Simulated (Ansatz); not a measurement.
**Pb(111) film of 5 layers: lattice stability ahead of a resistivity run**

Question: is the lattice of Pb(111) film of 5 layers stable, and if so, what are its coupling constant and resistivity?

Calculated with Ansatz 0.2.0; DFT PBE, scalar-relativistic, plane waves, PAW; PAW set soft_1.

This is a report of a sequence of runs, with most program output left out.

## 1. Starting point

The cell holds 5 atoms: 5 Pb. Cell: a = 3.500 Å, b = 3.500 Å, c = 22.432 Å, α = 90.0°, β = 90.0°, γ = 120.0°. It derives from Pb. Vacuum lies along c.

## 2. Relaxing cell and atoms

Lattice constant and positions set the bands and the force constants, so the cell is relaxed first.

The input, input.yaml:

```yaml
crystal:
  lattice:
    - [3.50018, 0.0, 0.0]
    - [-1.75009, 3.03124, 0.0]
    - [0.0, 0.0, 22.43154]
  atoms:
    - { symbol: Pb, position: [0.0, 0.0, 0.24519053] }
    - { symbol: Pb, position: [0.33333333, 0.66666667, 0.37259526] }
    - { symbol: Pb, position: [0.66666667, 0.33333333, 0.5] }
    - { symbol: Pb, position: [0.0, 0.0, 0.62740474] }
    - { symbol: Pb, position: [0.33333333, 0.66666667, 0.75480947] }
  periodic: [true, true, false]
kpoints:
  mp_grid: { grid: [9, 9, 1] }
hamiltonian:
  xc: pbe
  pseudopotentials: { kind: paw, azcp: { folder: soft_1 } }
scf:
  occupations: { method: gaussian, width: 0.1 }
output:
  forces: true
  stress: true
  eigenvalues: true
  write_density: true
  write_potential: true
  elf: true
  volumetric_format: npy
relax:
  adjacent_minimum: "off"
  f_tol: 0.005
  max_steps: 80
  cell: { stress_2d_tol: 0.02 }
```

On the command line:

```console
ansatz run input.yaml --threads 8 --pin off --max-ram 20480MiB --backend cpu --events-out ev --progress --plain --runs-dir out
```

It took 20 s on 8 threads of Arm Neoverse V1, shared host; peak memory 1.3 GiB; 2.5 min of CPU time.

Step by step:

```tsv
step	energy less that of the first step (eV)	largest force component (eV/Å)	volume (Å³)
1	0.0000	0.3297	495.09
2	-0.0470	0.0407	501.97
3	-0.0481	0.0038	502.65
4	-0.0482	0.0035	503.37
5	-0.0482	0.0007	504.18
6*	-0.0487	0.0007	504.18
```

Relaxation steps marked * repeat the geometry before them on a plane-wave basis chosen anew for their cell, so energy and pressure can jump there.

The run keeps the 12 symmetry operations that it works with, so distortions that break them were not tested.

```tsv
cell as run	before	after	change
a (Å)	3.500	3.532	+0.9 %
b (Å)	3.500	3.532	+0.9 %
```

The atoms that moved most (Å, along periodic axes as changes of fractional coordinates times the final cell, across vacuum about the mean position):

```tsv
atom	dx	dy	dz	length
Pb2	0.000	0.000	-0.140	0.140
Pb4	0.000	0.000	0.140	0.140
Pb5	0.000	0.000	0.034	0.034
Pb1	0.000	0.000	-0.034	0.034
```

The relaxed structure:

```xyz
5
Lattice="3.5322 0.0000 0.0000 -1.7661 3.0589 0.0000 0.0000 0.0000 46.6631" Properties=species:S:1:pos:R:3
Pb    0.0000    0.0000    5.4656
Pb    0.0000    2.0393    8.2180
Pb    1.7661    1.0196   11.2158
Pb    0.0000    0.0000   14.2136
Pb    0.0000    2.0393   16.9660
```

This step gave:

```
metallic on mesh  : yes
gap on the k-mesh : 0 eV
```

Electrostatic potential energy in the ca plane at fractional y = 0.667, with atoms of Pb within 0.2 Å of it. With pseudopotentials it is smooth inside the atoms' cores, unlike the true potential.

Ten even steps from '0' (-45 eV) to '9' (0 eV), each cell a mean:
```
78999999999987667899986678999999999999999999
78999999999987667899876578999999999999999999
78999888899998778899987788999888899999999999
89998523689999888999998889987423689999999999
99985000168999999999999999984000169999999999
99983011048999999999999999972010058999999999
99983000048999999999999999972000058999999999
99986200379999999999999999986100479999999999
88998766789998888999988889998766899999999999
```
Columns run along c (16.0 Å, from fractional 0.13 to 0.47 of the cell; values clipped at the 3rd and 97th percentile), rows up along a (3.5 Å). Atoms in or near the plane, at fractional coordinates: Pb at (0.18, 0.33), Pb at (0.36, 0.33).

ELF in the ca plane at fractional y = 0.667, with atoms of Pb within 0.2 Å of it. It is the smooth field of the valence electrons, not physical close to the nuclei.

Ten even steps from '0' (0.00) to '9' (0.46), each cell a mean:
```
76545555543467887644678876544566654210000000
86544444433467888644688886544455443210000000
76545677654467887644677876545677775310000000
65557899875446666533466665557899998631000000
54568734887444544322334555568634999852000000
44578400597533443222223455678300699952100000
44578501697544443322233455678401899852100000
55567978986445555432345655568878999742000000
66556788764456777543577776556788887421000000
```
Columns run along c (16.0 Å, from fractional 0.13 to 0.47 of the cell), rows up along a (3.5 Å). Atoms in or near the plane, at fractional coordinates: Pb at (0.18, 0.33), Pb at (0.36, 0.33).

Valence density in the ca plane at fractional y = 0.667, with atoms of Pb within 0.2 Å of it. It is the smooth field of the valence electrons, not physical close to the nuclei.

Ten steps, logarithmic in the rise over the least value, from '0' (0.0 e/Å³) to '9' (7.5 e/Å³), each cell a mean:
```
32211222211123443211234432211222110000000000
43211122111123443221234442211122110000000000
32212233211123333211233332212233210000000000
22223465432112222111122222223565421000000000
11235788742111111111111211235788642000000000
11236899853111111100111111236899752100000000
11235899752111111110111111236899742100000000
21224677632112222111112222224677531000000000
32222344321122332211123332222344321000000000
```
Columns run along c (16.0 Å, from fractional 0.13 to 0.47 of the cell), rows up along a (3.5 Å). Atoms in or near the plane, at fractional coordinates: Pb at (0.18, 0.33), Pb at (0.36, 0.33).

The relaxation ends with a largest force component of 7.4e-4 eV/Å.

## 3. Relaxing tightly for phonons

Phonons are second derivatives about the minimum, so the remaining forces must be small: the thresholds are tightened.

input.yaml, the sections that differ from step 2:

```yaml
crystal:
  lattice:
    - [3.5321656334, 0.0, 0.0]
    - [-1.7660828167, 3.0589451689, 0.0]
    - [0.0, 0.0, 46.6630752747]
  atoms:
    - { symbol: Pb, position: [0.0, 0.0, 0.1171287269] }
    - { symbol: Pb, position: [0.3333333333, 0.6666666667, 0.1761128635] }
    - { symbol: Pb, position: [0.6666666667, 0.3333333333, 0.240356426] }
    - { symbol: Pb, position: [0.0, 0.0, 0.3045999886] }
    - { symbol: Pb, position: [0.3333333333, 0.6666666667, 0.3635841251] }
  periodic: [true, true, false]
scf:
  occupations: { method: methfessel_paxton, width: 0.2 }
relax:
  adjacent_minimum: "off"
  f_tol: 0.001
  max_steps: 60
  cell: { stress_2d_tol: 0.002 }
# kpoints, hamiltonian, output: as in step 2
```

The job ended after 21 s (8 threads; peak memory 1.3 GiB).

Step by step:

```tsv
step	energy less that of the first step (eV)	largest force component (eV/Å)	volume (Å³)
1	0.0000	0.0064	504.18
2	0.0000	0.0010	504.16
3	-0.0001	0.0006	504.39
4	0.0000	0.0023	504.98
5	0.0000	0.0001	504.89
6	-0.0001	0.0001	504.89
```

The log counts 1 steps on a newly chosen plane-wave basis, not all of them marked here; energy and pressure can jump at such steps.

```tsv
cell as run	before	after	change
a (Å)	3.532	3.535	+0.1 %
b (Å)	3.532	3.535	+0.1 %
```

The atoms that moved most (Å, along periodic axes as changes of fractional coordinates times the final cell, across vacuum about the mean position):

```tsv
atom	dx	dy	dz	length
Pb1	0.000	0.000	0.015	0.015
Pb5	0.000	0.000	-0.015	0.015
Pb2	0.000	0.000	0.009	0.009
Pb4	0.000	0.000	-0.009	0.009
```

Final coordinates:

```cif
data_structure
_symmetry_space_group_name_H-M 'P 1'
_symmetry_Int_Tables_number 1
_cell_length_a 3.5346
_cell_length_b 3.5346
_cell_length_c 46.6631
_cell_angle_alpha 90.000
_cell_angle_beta 90.000
_cell_angle_gamma 120.000
_cell_volume 504.89
loop_
_atom_site_label
_atom_site_type_symbol
_atom_site_fract_x
_atom_site_fract_y
_atom_site_fract_z
_atom_site_occupancy
Pb1 Pb 0.00000 0.00000 0.11745 1
Pb2 Pb 0.33333 0.66667 0.17630 1
Pb3 Pb 0.66667 0.33333 0.24036 1
Pb4 Pb 0.00000 0.00000 0.30441 1
Pb5 Pb 0.33333 0.66667 0.36326 1
```

Valence density in the ca plane at fractional y = 0.667, with atoms of Pb within 0.2 Å of it. It is the smooth field of the valence electrons, not physical close to the nuclei.

Values in e/Å³, 5 rows by 16 columns, each cell a mean:
```
0.3 0.1 0.1 0.1 0.2 0.5 0.2 0.2 0.5 0.2 0.1 0.1 0.0 0.0 0.0 0.0
0.2 0.2 0.4 0.2 0.1 0.3 0.1 0.1 0.3 0.1 0.3 0.4 0.1 0.0 0.0 0.0
0.1 0.7 3.7 0.8 0.1 0.1 0.1 0.1 0.1 0.1 1.8 3.1 0.2 0.0 0.0 0.0
0.1 1.0 5.5 1.1 0.1 0.1 0.1 0.1 0.1 0.1 2.6 4.5 0.3 0.0 0.0 0.0
0.2 0.3 1.1 0.3 0.1 0.2 0.1 0.1 0.2 0.1 0.6 1.0 0.1 0.0 0.0 0.0
```
Columns run along c (16.0 Å, from fractional 0.13 to 0.47 of the cell), rows up along a (3.5 Å). Atoms in or near the plane, at fractional coordinates: Pb at (0.18, 0.33), Pb at (0.36, 0.33).

Electrostatic potential energy in the ca plane at fractional y = 0.667, with atoms of Pb within 0.2 Å of it. With pseudopotentials it is smooth inside the atoms' cores, unlike the true potential.

Ten even steps from '0' (-45 eV) to '9' (0 eV), each cell a mean:
```
78999999999987667899986678999999999999999999
68999999999987667899876678999999999999999999
78999888899998778899987788999888899999999999
89998533689999888999998889987423689999999999
99985000168999999999999999983000179999999999
99983011048999999999999999971010058999999999
99983000048999999999999999972000068999999999
99986200379999999999999999985100479999999999
88998766789998888999988889998766899999999999
```
Columns run along c (16.0 Å, from fractional 0.13 to 0.47 of the cell; values clipped at the 3rd and 97th percentile), rows up along a (3.5 Å). Atoms in or near the plane, at fractional coordinates: Pb at (0.18, 0.33), Pb at (0.36, 0.33).

ELF in the ca plane at fractional y = 0.667, with atoms of Pb within 0.2 Å of it. It is the smooth field of the valence electrons, not physical close to the nuclei.

Values, 5 rows by 16 columns, each cell a mean:
```
0.32 0.23 0.24 0.19 0.29 0.39 0.28 0.31 0.39 0.27 0.23 0.26 0.17 0.05 0.01 0.00
0.29 0.27 0.35 0.26 0.26 0.35 0.25 0.27 0.35 0.27 0.29 0.36 0.28 0.07 0.01 0.00
0.23 0.35 0.23 0.37 0.21 0.23 0.16 0.15 0.24 0.27 0.33 0.29 0.43 0.16 0.02 0.00
0.23 0.35 0.10 0.37 0.21 0.20 0.14 0.12 0.21 0.28 0.28 0.18 0.45 0.18 0.02 0.00
0.27 0.31 0.39 0.32 0.23 0.31 0.22 0.23 0.31 0.26 0.34 0.40 0.36 0.11 0.01 0.00
```
Columns run along c (16.0 Å, from fractional 0.13 to 0.47 of the cell), rows up along a (3.5 Å). Atoms in or near the plane, at fractional coordinates: Pb at (0.18, 0.33), Pb at (0.36, 0.33).

## 4. Phonons: q 2×2×1, k 6×6×1

Before any scattering is computed, the phonons show whether the structure is a minimum.

The input, input.yaml:

```yaml
crystal:
  lattice:
    - [3.5346393762, 0.0, 0.0]
    - [-1.7673196881, 3.061087493, 0.0]
    - [0.0, 0.0, 46.6630752747]
  atoms:
    - { symbol: Pb, position: [0.0, 0.0, 0.1174511048] }
    - { symbol: Pb, position: [0.3333333333, 0.6666666667, 0.1762987597] }
    - { symbol: Pb, position: [0.6666666667, 0.3333333333, 0.240356426] }
    - { symbol: Pb, position: [0.0, 0.0, 0.3044140924] }
    - { symbol: Pb, position: [0.3333333333, 0.6666666667, 0.3632617472] }
  periodic: [true, true, false]
kpoints:
  mp_grid: { grid: [6, 6, 1] }
hamiltonian:
  xc: pbe
  pseudopotentials: { kind: paw, azcp: { folder: soft_1 } }
scf:
  occupations: { method: methfessel_paxton, width: 0.2 }
output:
  eigenvalues: true
phonons:
  method: dfpt
  qmesh: [2, 2, 1]
  temperatures: { t_max: 1000, t_step: 50 }
  qpath:
    path:
      - [0.0, 0.0, 0.0]
      - [0.5, 0.0, 0.0]
      - [0.33333333, 0.33333333, 0.0]
      - [0.0, 0.0, 0.0]
    npoints: 10
```

Wall time 2.1 min (8 threads); peak memory 2.2 GiB; 16 min of CPU time.

This step gave:

- zero point energy: 0.03880 eV/cell
- share of imaginary modes in the plain interpolation between solved wavevectors: 0.01
- highest frequency, solved or plainly interpolated: 77.8 cm⁻¹

Solved on the 2×2×1 mesh alone; all other wavevectors are interpolated. Phonon branches along the path, in cm⁻¹:

```tsv
point	branch 1	branch 2	branch 3	branch 4	branch 12	branch 13	branch 14	branch 15
Γ	0	0	0	11	38	43	65	78
halfway	8	15	20	24	55	59	66	72
M	12	21	24	31	62	66	75	78
halfway	24	27	29	30	61	64	72	74
K	24	31	31	36	61	63	67	67
halfway	12	19	22	28	56	60	66	71
Γ	0	0	0	11	38	43	65	78
```

Phonopy on the run's constants, 19x19x1 mesh, Gaussian sigma 2.0 cm⁻¹. Modes, Pb against wavenumber; read off at these points:

```tsv
wavenumber (cm⁻¹)	modes, Pb (1/cm⁻¹/cell)
-15.00	0
-12.50	1.3e-4
-10.00	0.00298
-7.50	0.0166
-5.00	0.0258
-2.50	0.0135
0.00	0.00621
2.50	0.0127
5.00	0.0242
7.50	0.0341
10.00	0.0514
12.50	0.0843
15.00	0.124
17.50	0.142
20.00	0.182
22.50	0.272
24.40	0.310
25.00	0.307
27.50	0.277
30.00	0.283
32.50	0.290
35.00	0.334
37.50	0.382
39.20	0.392
40.00	0.386
42.50	0.316
45.00	0.226
47.50	0.186
50.00	0.162
52.50	0.162
55.00	0.174
57.50	0.179
60.00	0.214
61.30	0.224
62.50	0.217
65.00	0.180
67.50	0.154
70.00	0.188
71.30	0.205
72.50	0.197
75.00	0.130
77.50	0.0544
80.00	0.0108
82.50	6.5e-4
85.00	6.7e-6
```

No LO-TO term; unit eigenvectors of the mass-weighted matrix. Modes at Γ:

```tsv
mode	frequency (cm⁻¹)	symmetry
1	0.0	unnamed
2	0.0	unnamed
3	0.0	unnamed
4	10.6	unnamed
5	11.1	unnamed
6	11.1	unnamed
7	24.7	Eu
8	24.7	Eu
9	38.3	unnamed
10	38.3	unnamed
11	38.5	unnamed
12	38.5	unnamed
13	43.4	A2u
14	64.9	A1g
15	77.8	A2u
```

Displacements in mode 8 (24.7 cm⁻¹), the largest set to 1:
```
Pb1 -0.42  0.04  0.00
Pb2 -0.08  0.01  0.00
Pb3  1.00 -0.10  0.00
Pb4 -0.08  0.01  0.00
Pb5 -0.42  0.04  0.00
```

Displacements in mode 9 (38.3 cm⁻¹), the largest set to 1:
```
Pb1 -0.30 -0.86  0.00
Pb2  0.35  1.00  0.00
Pb3  0.00  0.00  0.00
Pb4 -0.35 -1.00  0.00
Pb5  0.30  0.86  0.00
```

Among the solved wavevectors the lowest mode, translations apart, is 10.6 cm⁻¹, so these are real on this k mesh.

## 5. Coupling and resistivity: q 2×2×1, k 6×6×1, scattering 8×8×1

A first run on coarse meshes.

input.yaml, as its differences from that of step 4:

```diff
@@ -32 +32,5 @@
     npoints: 10
+  electrical_resistivity:
+    mesh: [8, 8, 1]
+    temperatures: [20.0, 50.0, 77.0, 100.0, 150.0, 200.0, 300.0, 400.0, 600.0, 800.0]
+  electron_occupations: "off"
```

Elapsed: 2.8 min, on 8 threads; peak memory 2.2 GiB.

The run ended with an error.

The program's message: “electrical resistivity: the mode of lowest frequency at the wavevector [0.0000, 0.1250, 0.0000] is imaginary, -6.37 cm⁻¹ (written negative): every mode at the wavevectors of the force constants' own s …”

The run stops because a mode is imaginary on the scattering mesh, where no scattering rate is defined; denser k meshes, other smearings and, between solved wavevectors, finer q meshes show whether the instability is real.

## 6. Electron–phonon run: q 3×3×1, k 9×9×1, scattering 12×12×1

The next rung changes the q mesh, which sets the reach of the force constants and couplings; the k mesh of the density and its response; the scattering mesh, which samples the Fermi surface.

input.yaml, as its differences from that of step 5:

```diff
@@ -13,3 +13,3 @@
 kpoints:
-  mp_grid: { grid: [6, 6, 1] }
+  mp_grid: { grid: [9, 9, 1] }
 hamiltonian:
@@ -23,3 +23,3 @@
   method: dfpt
-  qmesh: [2, 2, 1]
+  qmesh: [3, 3, 1]
   temperatures: { t_max: 1000, t_step: 50 }
@@ -33,4 +33,3 @@
   electrical_resistivity:
-    mesh: [8, 8, 1]
+    mesh: [12, 12, 1]
     temperatures: [20.0, 50.0, 77.0, 100.0, 150.0, 200.0, 300.0, 400.0, 600.0, 800.0]
-  electron_occupations: "off"
```

Run time: 9.4 min. Hardware: 8 threads; peak memory 3.4 GiB.

The run ended with an error.

The program's message: “electrical resistivity: the mode of lowest frequency at the wavevector [0.0000, -0.5000, 0.0000] is imaginary, -16.14 cm⁻¹ (written negative): the force constants describe an unstable lattice; relax t …”

The run stops because a mode is imaginary on the scattering mesh, where no scattering rate is defined; denser k meshes, other smearings and, between solved wavevectors, finer q meshes show whether the instability is real.

## 7. What came out

```json
{"lowest mode solved in a later run, q 3×3×1, k 9×9×1, scattering 12×12×1": "13.3i cm⁻¹", "phonon run of the rows without a label of their own": "PBE, q 2×2×1, k 6×6×1", "softest mode on the q mesh": "10.6 cm⁻¹ at q = (0, 0, 0)", "highest frequency, solved or plainly interpolated": "77.8 cm⁻¹"}
```

No coupling constant or resistivity was obtained: the scattering run stopped at an imaginary mode. Spin–orbit coupling, left out here, matters for Pb. The structure was built by hand as an ordered model, and its stability against other phases was not tested.

[Logs are printed without paths, hosts, clocks, repeated set-up lines and the standing remarks that a program may print on its own settings, such as how far it seeks lower states.]

[Hosts, paths, dates, database ids (printed as entryN), source tags and the programs' standing remarks are cut or masked in the printed files.]
